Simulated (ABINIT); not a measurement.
An input for ABINIT 10.8.3 (NaMgF3 (Pm-3m)):

```
acell 3*1.0 Angstrom
rprim 
  3.950839000000 0.000000000000 0.000000000000
  0.000000000000 3.950839000000 0.000000000000
  0.000000000000 0.000000000000 3.950839000000
ntypat 3
znucl 11 12 9
natom 5
typat 1 2 3 3 3
xred 
  0.000000000000 0.000000000000 0.000000000000
  0.500000000000 0.500000000000 0.500000000000
  0.500000000000 0.500000000000 0.000000000000
  0.500000000000 0.000000000000 0.500000000000
  0.000000000000 0.500000000000 0.500000000000
pp_dirpath "pseudos"
pseudos "Na.upf, Mg.upf, F.upf"
ecut 38
iscf -2
irdden 1
kptopt 0
nkpt 50
kpt 
  0.00000000 0.00000000 0.00000000
  0.00000000 0.06250000 0.00000000
  0.00000000 0.12500000 0.00000000
  0.00000000 0.18750000 0.00000000
  0.00000000 0.25000000 0.00000000
  0.00000000 0.31250000 0.00000000
  0.00000000 0.37500000 0.00000000
  0.00000000 0.43750000 0.00000000
  0.00000000 0.50000000 0.00000000
  0.06250000 0.50000000 0.00000000
  0.12500000 0.50000000 0.00000000
  0.18750000 0.50000000 0.00000000
  0.25000000 0.50000000 0.00000000
  0.31250000 0.50000000 0.00000000
  0.37500000 0.50000000 0.00000000
  0.43750000 0.50000000 0.00000000
  0.50000000 0.50000000 0.00000000
  0.43750000 0.43750000 0.00000000
  0.37500000 0.37500000 0.00000000
  0.31250000 0.31250000 0.00000000
  0.25000000 0.25000000 0.00000000
  0.18750000 0.18750000 0.00000000
  0.12500000 0.12500000 0.00000000
  0.06250000 0.06250000 0.00000000
  0.00000000 0.00000000 0.00000000
  0.06250000 0.06250000 0.06250000
  0.12500000 0.12500000 0.12500000
  0.18750000 0.18750000 0.18750000
  0.25000000 0.25000000 0.25000000
  0.31250000 0.31250000 0.31250000
  0.37500000 0.37500000 0.37500000
  0.43750000 0.43750000 0.43750000
  0.50000000 0.50000000 0.50000000
  0.43750000 0.50000000 0.43750000
  0.37500000 0.50000000 0.37500000
  0.31250000 0.50000000 0.31250000
  0.25000000 0.50000000 0.25000000
  0.18750000 0.50000000 0.18750000
  0.12500000 0.50000000 0.12500000
  0.06250000 0.50000000 0.06250000
  0.00000000 0.50000000 0.00000000
  0.50000000 0.50000000 0.50000000
  0.50000000 0.50000000 0.43750000
  0.50000000 0.50000000 0.37500000
  0.50000000 0.50000000 0.31250000
  0.50000000 0.50000000 0.25000000
  0.50000000 0.50000000 0.18750000
  0.50000000 0.50000000 0.12500000
  0.50000000 0.50000000 0.06250000
  0.50000000 0.50000000 0.00000000
istwfk *1
nband 27
nbdbuf 2
tolwfr 1e-08
nstep 40
prtwf 0
prtvol 0
indata_prefix "in"
outdata_prefix "out"
tmpdata_prefix "tmp"
```

```sh
OMP_NUM_THREADS=1 mpirun -n 4 abinit run.abi > log
```

Question: Estimate wall time and host memory on 4 MPI ranks of Arm Neoverse V1, shared host.

It took 29 s; on shared hardware allow 15 s to 59 s. Peak host memory was 0.36 GiB.

[Paths, hosts, dates, memory and timing lines, banners, echoed tables and standing remarks are left out of the program output.]

[Logs are printed without paths, hosts, clocks, repeated set-up lines and the standing remarks that a program may print on its own settings, such as how far it seeks lower states.]

[Runs of the session that timed out or met a known fault of the program may be left out.]

[Hosts, paths, dates, database ids (printed as entryN), source tags and the programs' standing remarks are cut or masked in the printed files.]

[G0W0 gaps are taken among the corrected bands and points alone; a level outside them can change the order at an edge.]

[Where Ansatz stands beside ABINIT at settings called matched, ABINIT's density can come from a denser mesh and the files from another edition; pairs whose starting gaps differed by over 0.03 eV were left out, so agreement reads better than it is.]
